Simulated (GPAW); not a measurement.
# How TiO2 (Rutile) absorbs and reflects light

Wanted: where TiO2 (Rutile) starts to absorb, how strongly, and its refractive index.

Method: DFT, PBE, plane-wave PAW (GPAW data sets), scalar-relativistic, RPA, optical limit, in GPAW 26.7.0.

### 1. Starting point

Symmetry: P4_2/mnm, No. 136, tetragonal system. The conventional cell has a = 4.592 Å, b = 4.592 Å, c = 2.957 Å, α = 90.00°, β = 90.00°, γ = 90.00°. Nearest to Ti lie 6 O at 1.95 to 1.98 Å. O has 3 Ti at 1.95 to 1.98 Å nearest. Farther neighbours and most contacts between anions are not listed.

Coordinates:

```xyz
6
Lattice="4.5922 0.0000 0.0000 0.0000 4.5922 0.0000 0.0000 0.0000 2.9574" Properties=species:S:1:pos:R:3 pbc="T T T"
Ti    2.2961    2.2961    1.4787
Ti    0.0000    0.0000    0.0000
O     3.6965    0.8957    1.4787
O     3.1918    3.1918    0.0000
O     0.8957    3.6965    1.4787
O     1.4004    1.4004    0.0000
```

### 2. Bands for the response

At the fixed density, many empty bands are solved on the mesh of the response, since the spectrum sums over them.

This step: DFT, PBE, plane-wave PAW (GPAW data sets), scalar-relativistic, bands at fixed density (GPAW 26.7.0).

Contents of nscf.py:

```python
from ase.dft.bandgap import bandgap
from gpaw import GPAW, FermiDirac

calc = GPAW('gs.gpw').fixed_density(kpts={'size': (7, 7, 11), 'gamma': True}, nbands=65, convergence={'bands': 59},
                                    occupations=FermiDirac(0.001), txt='nscf.txt')
print('gap (eV)', bandgap(calc, output=None)[0])
print('direct gap (eV)', bandgap(calc, direct=True, output=None)[0])
print('top band over the Fermi level (eV)', min(calc.get_eigenvalues(kpt=k)[58] for k in range(len(calc.get_ibz_k_points()))) - calc.get_fermi_level())
calc.write('full.gpw', mode='all')
```

The run is started by

```console
OMP_NUM_THREADS=1 python nscf.py
```

Numbers of over 12 decimals in the logs are rounded to 6 here.

The log of the run:

```text
Diagonalizing LCAO Hamiltonian
Converting LCAO to pw mode
convergence criteria:
- Maximum integral of absolute [eigenst]ate change: 4e-08 eV^2 / valence electron
maximum number of iterations: 150

SCF iterations
|iter     |      energy | eigst |  dens |
|iter:   1||             | +2.93 |       |
|iter:   2||             | +1.72 |       |
|iter:   3||             | +0.40 |       |
|iter:   4||             | -0.76 |       |
|iter:   5||             | -1.76 |       |
|iter:   6||             | -2.66 |       |
|iter:   7||             | -3.57 |       |
|iter:   8||             | -4.43 |       |
|iter:   9||             | -5.32 |       |
|iter:  10||             | -6.13 |       |
|iter:  11||             | -6.91 |       |
|iter:  12||             | -7.50c|       |
SCF steps: 12
  __  _  _
 | _ |_)|_||  |
 |__||  | ||/\| - 26.7.0

Versions:
  Python: 3.12.14
  ASE:    3.29.0
  Numpy:  2.5.5
  Scipy:  1.18.1
  Libxc:  7.0.0

Input parameters:
  mode=PW(ecut=550.0),
  convergence={'bands': 59},
  gpts=array([25, 25, 16]),
  kpts=MonkhorstPack(size=(7, 7, 11), gamma=True),
  maxiter=150,
  nbands=65,
  occupations=Occupations(name='fermi-dirac', width=0.001, fixmagmom=False),
  parallel={},
  xc=XC(name='PBE')

--- standard output ---
gap (eV) 1.906112
direct gap (eV) 1.906112
top band over the Fermi level (eV) 29.836009
```

Wall time 2.8 min (1 thread of Arm Neoverse V2, shared host); peak memory 0.4 GiB.

Read-outs, printed or worked out from the files:

- gap on the k-mesh: 1.906 eV
- direct gap on the mesh: 1.906 eV

### 3. Dielectric function, RPA

Transitions between filled and empty bands, summed over the zone, give the optical response, so mesh, band count and broadening shape it.

The induced potential is part of this response.

This step: DFT, PBE, plane-wave PAW (GPAW data sets), scalar-relativistic, RPA, optical limit (GPAW 26.7.0).

Contents of df.py:

```python
from gpaw.response.df import DielectricFunction

df = DielectricFunction('full.gpw', frequencies={'type': 'nonlinear', 'domega0': 0.03, 'omega2': 8},
                        ecut=70,
                        eta=0.12,
                        nbands=59,
                        txt='df.txt')
for direction in ['x', 'z']:
    df.get_dielectric_function(xc='RPA', direction=direction, filename=f'df_{direction}.csv')
```

The run is started by

```console
OMP_NUM_THREADS=1 python df.py
```

The log of the run:

```text
Using integrator: PointIntegrator
NonLinearFrequencyDescriptor(from 0.000 to 90.926 eV, 532 points)
Nonperiodic BCs:  [False False False]
Using integrator: PointIntegrator
NonLinearFrequencyDescriptor(from 0.000 to 90.926 eV, 532 points)
Nonperiodic BCs:  [False False False]

Calculating chi0 body with:
    Ground state adapter containing:
    Number of spins: 1
    Number of kpoints: 539
    Number of irreducible kpoints: 96
    Number of completely occupied states: 24
    Number of partially occupied states: 24

    Linear response parametrization:
    q_c: [0.0, 0.0, 0.0]
    Number of frequency points: 532
    Planewave cutoff: 70.0
    Number of bands: 59
    Number of planewaves: 73
    Broadening (eta): 0.12

Integrating chi0 body.

Symmetries of q_c:
    Direct symmetries (Uq -> q): 8
    Indirect symmetries (TUq -> q): 0
In total 8 allowed symmetries.

96 groups of equivalent kpoints. 82.189239% reduction.

Integral kind: spectral function

Calculating chi0 optical extensions with:
    Ground state adapter containing:
    Number of spins: 1
    Number of kpoints: 539
    Number of irreducible kpoints: 96
    Number of completely occupied states: 24
    Number of partially occupied states: 24

    Linear response parametrization:
    Number of frequency points: 532
    Planewave cutoff: 70.0
    Number of bands: 59
    Number of planewaves: 73
    Broadening (eta): 0.12
Integrating chi0 head and wings.

Symmetries of q_c:
    Direct symmetries (Uq -> q): 8
    Indirect symmetries (TUq -> q): 0
In total 8 allowed symmetries.

96 groups of equivalent kpoints. 82.189239% reduction.

Integral kind: spectral function wings
```

Wall time 29 s (1 thread); peak memory 0.38 GiB.

Numbers from this step:

- electronic dielectric constant ε∞, mean over x, y and z (by symmetry where fewer were run): 6.909
- main peak of Im epsilon, first axis: 4.481 eV

Values under the direct gap are tails of Lorentzian lines. Im ε against photon energy; read off at these points:

```
photon energy (eV)   E ∥ x   E ∥ z
              0.00       0       0
              0.50  0.0335  0.0424
              1.00  0.0761  0.0966
              1.50   0.146   0.186
              2.00   0.322   0.403
              2.50    1.20    1.86
              3.00    7.23    8.13
              3.50    7.53    10.0
              3.72    7.57    10.4
              3.81    7.74    10.4
              4.00    6.97    9.79
              4.50    7.92    7.29
              5.00    5.28    4.87
              5.50    3.71    3.58
              6.00    3.28    4.81
              6.50    3.68    4.94
              7.00    5.00    6.50
              7.44    5.84    12.0
              7.50    6.13    11.9
              8.00    4.94    7.00
              8.50    3.58    5.41
              9.00    1.92    3.65
              9.50    1.81    2.78
             10.00    1.77    1.59
             10.50    1.38    1.08
             11.00    1.30   0.854
             11.50    1.19   0.607
             12.00    1.07   0.467
             12.50    1.03   0.697
             13.00    1.55   0.906
             13.25    1.88   0.660
             13.50    1.34   0.694
```

Re ε against photon energy:

| photon energy (eV) | E ∥ x | E ∥ z |
| --- | --- | --- |
| 0.0 | 6.49 | 7.74 |
| 0.5 | 6.56 | 7.82 |
| 1.0 | 6.78 | 8.10 |
| 1.5 | 7.23 | 8.67 |
| 2.0 | 8.10 | 9.79 |
| 2.5 | 10.0 | 12.5 |
| 3.0 | 9.44 | 11.2 |
| 3.5 | 6.62 | 8.69 |
| 4.0 | 4.14 | 3.48 |
| 4.5 | 2.73 | 1.86 |
| 5.0 | 1.00 | 1.67 |
| 5.5 | 1.49 | 3.69 |
| 6.0 | 2.33 | 3.32 |
| 6.5 | 3.02 | 3.91 |
| 7.0 | 2.33 | 5.17 |
| 7.5 | 1.66 | 0.810 |
| 8.0 | -0.284 | -2.30 |
| 8.5 | -1.26 | -3.05 |
| 9.0 | -0.783 | -2.55 |
| 9.5 | -0.164 | -2.73 |
| 10.0 | -0.0714 | -1.88 |
| 10.5 | 0.107 | -1.34 |
| 11.0 | 0.464 | -0.767 |
| 11.5 | 0.716 | -0.388 |
| 12.0 | 0.705 | 0.0144 |
| 12.5 | 1.00 | 0.548 |
| 13.0 | 1.02 | 0.464 |
| 13.5 | 0.221 | 0.729 |

Values under the direct gap are tails of Lorentzian lines. Loss function −Im 1/ε at q → 0 against energy loss; read off at these points:

| energy loss (eV) | E ∥ x | E ∥ z |
| --- | --- | --- |
| 0.000 | 0 | 0 |
| 0.250 | 3.8e-4 | 3.4e-4 |
| 0.500 | 7.8e-4 | 6.9e-4 |
| 0.750 | 0.00120 | 0.00106 |
| 1.000 | 0.00165 | 0.00147 |
| 1.250 | 0.00217 | 0.00193 |
| 1.500 | 0.00280 | 0.00248 |
| 1.750 | 0.00360 | 0.00318 |
| 2.000 | 0.00490 | 0.00419 |
| 2.250 | 0.00701 | 0.00607 |
| 2.500 | 0.0118 | 0.0117 |
| 2.750 | 0.0223 | 0.0232 |
| 3.000 | 0.0513 | 0.0427 |
| 3.250 | 0.0582 | 0.0497 |
| 3.500 | 0.0749 | 0.0569 |
| 3.750 | 0.0854 | 0.0715 |
| 4.000 | 0.106 | 0.0907 |
| 4.250 | 0.104 | 0.111 |
| 4.500 | 0.113 | 0.129 |
| 4.750 | 0.151 | 0.162 |
| 5.000 | 0.183 | 0.184 |
| 5.250 | 0.226 | 0.196 |
| 5.500 | 0.232 | 0.136 |
| 5.665 | 0.243 | 0.116 |
| 5.750 | 0.233 | 0.112 |
| 6.000 | 0.202 | 0.141 |
| 6.250 | 0.180 | 0.123 |
| 6.500 | 0.163 | 0.124 |
| 6.750 | 0.153 | 0.100 |
| 7.000 | 0.164 | 0.0942 |
| 7.250 | 0.164 | 0.0776 |
| 7.500 | 0.152 | 0.0838 |
| 7.750 | 0.181 | 0.101 |
| 8.000 | 0.202 | 0.129 |
| 8.250 | 0.215 | 0.127 |
| 8.500 | 0.248 | 0.140 |
| 8.750 | 0.289 | 0.151 |
| 9.000 | 0.447 | 0.184 |
| 9.250 | 0.505 | 0.198 |
| 9.500 | 0.548 | 0.183 |
| 9.750 | 0.578 | 0.207 |
| 10.000 | 0.563 | 0.263 |
| 10.250 | 0.663 | 0.299 |
| 10.500 | 0.721 | 0.364 |
| 10.750 | 0.789 | 0.463 |
| 11.000 | 0.681 | 0.648 |
| 11.250 | 0.773 | 0.781 |
| 11.500 | 0.617 | 1.17 |
| 11.750 | 0.641 | 1.61 |
| 11.866 | 0.686 | 1.64 |
| 12.000 | 0.651 | 2.13 |
| 12.250 | 0.587 | 1.26 |
| 12.500 | 0.498 | 0.887 |
| 12.750 | 0.438 | 0.824 |
| 13.000 | 0.451 | 0.874 |
| 13.250 | 0.454 | 0.892 |
| 13.500 | 0.729 | 0.685 |
| 13.599 | 0.826 | 0.625 |
| 13.750 | 0.754 | 0.565 |

The Im ε, E ∥ x has structure finer than the step of the table below, so its rows give means over 0.5 eV, whole bins alone (the curve runs from 0 to 14.0 eV). Peaks (eV: height): without local fields 3.43: 8.33, 4.47: 8.01, 7.55: 6.59, 13.25: 2.07; with local fields 2.98: 7.27, 3.81: 7.74, 4.47: 7.95, 7.55: 6.27.

Values under the direct gap are tails of Lorentzian lines. Im ε, E ∥ x against photon energy; means over each step:

```
photon energy (eV)  without local fields  with local fields
               0.5                0.0360             0.0339
               1.0                0.0823             0.0772
               1.5                 0.160              0.150
               2.0                 0.370              0.341
               2.5                  1.57               1.42
               3.0                  6.62               6.03
               3.5                  8.09               7.44
               4.0                  7.33               7.11
               4.5                  7.35               7.33
               5.0                  5.07               5.28
               5.5                  3.51               3.68
               6.0                  3.23               3.29
               6.5                  4.04               3.82
               7.0                  5.26               4.86
               7.5                  6.17               5.79
               8.0                  5.12               4.90
               8.5                  3.40               3.60
               9.0                  1.91               2.09
               9.5                  1.61               1.80
              10.0                  1.43               1.70
              10.5                  1.22               1.36
              11.0                  1.08               1.24
              11.5                  1.07               1.19
              12.0                  1.18               1.14
              12.5                  1.27               1.13
              13.0                  1.74               1.56
              13.5                  1.54               1.41
```

Refractive index n and extinction k against photon energy:

```csv
photon energy (eV),"n, E ∥ x","k, E ∥ x","n, E ∥ z","k, E ∥ z"
0,2.55,0,2.78,0
1,2.60,0.0146,2.85,0.0170
2,2.85,0.0566,3.13,0.0644
3,3.26,1.11,3.53,1.15
4,2.47,1.41,2.63,1.86
5,1.79,1.48,1.85,1.32
6,1.78,0.921,2.14,1.12
7,1.98,1.26,2.60,1.25
8,1.53,1.62,1.59,2.20
9,0.804,1.19,0.976,1.87
10,0.923,0.961,0.540,1.47
11,0.961,0.678,0.436,0.978
12,0.997,0.537,0.492,0.475
13,1.20,0.647,0.861,0.526
```

At chosen wavelengths:

| wavelength (nm) | n x | k x | R (%) x | 1/α x | n z | k z | R (%) z | 1/α z |
| --- | --- | --- | --- | --- | --- | --- | --- | --- |
| 1064 | 2.63 | 0.018 | 20.1 | 4.7 µm | 2.87 | 0.021 | 23.4 | 4.0 µm |
| 800 | 2.70 | 0.029 | 21.1 | 2.2 µm | 2.96 | 0.034 | 24.5 | 1.9 µm |
| 532 | 3.04 | 0.115 | 25.5 | 366 nm | 3.37 | 0.138 | 29.5 | 306 nm |
| 405 | 3.11 | 1.088 | 31.2 | 30 nm | 3.43 | 1.154 | 34.5 | 28 nm |
| 365 | 3.00 | 1.264 | 31.8 | 23 nm | 3.37 | 1.336 | 35.5 | 22 nm |
| 308 | 2.46 | 1.395 | 29.3 | 18 nm | 2.58 | 1.848 | 36.4 | 13 nm |
| 193 | 1.93 | 0.934 | 18.3 | 16 nm | 2.26 | 1.125 | 24.0 | 14 nm |

Below the direct gap, k and the depth come from the tails of the Lorentzian lines, not from transitions.

Rows near the edge hang on the gap, which this functional as a rule makes too small, and phonon-assisted absorption is left out.

At 1064 nm the birefringence n(z) − n(x) is +0.246: the crystal is uniaxial positive at this level.

### 4. Outcome

| Property | Result |
| --- | --- |
| electronic dielectric constant ε∞, mean over x, y and z (by symmetry where fewer were run) (RPA) | 6.91 |
| main peak of Im epsilon, first axis | 4.48 eV |

What this shows: At this level (PBE, RPA) TiO2 has a mean ε∞ = 6.91 and n = 2.58 at 1550 nm (E ∥ x), and Im ε peaks at 4.5 eV (E ∥ x). On the mesh the gap is 1.91 eV and the least direct gap 1.91 eV. Local fields change the static value along x from 6.74 to 6.49 (-4 %). Distinct maxima of Im ε, read by a parabola through the highest points, lie at 2.99 eV (7.3), 3.83 eV (7.7), 4.48 eV (8.0) and 7.58 eV (6.3) for E ∥ x. The static values by axis are 6.49 (x), 7.74 (z). At 1064 nm the birefringence n(z) − n(x) is +0.246: the crystal is uniaxial positive at this level. Excitons and phonon-assisted transitions are missing; PBE gaps are as a rule too small, which pulls the onset down and ε∞ up. The sum runs over mesh points, so small or evenly spaced maxima can still be ripples of the mesh. In this version of GPAW the matrix elements of the optical limit are incomplete, which can lower ε − 1 by up to a tenth where first-row anions or d states rule, and shift it by more in d metals.

[Machine, clock and banner lines and Python warnings are left out of the logs.]

[Logs are printed without paths, hosts, clocks, repeated set-up lines and the standing remarks that a program may print on its own settings, such as how far it seeks lower states.]

[Hosts, paths, dates, database ids (printed as entryN), source tags and the programs' standing remarks are cut or masked in the printed files.]
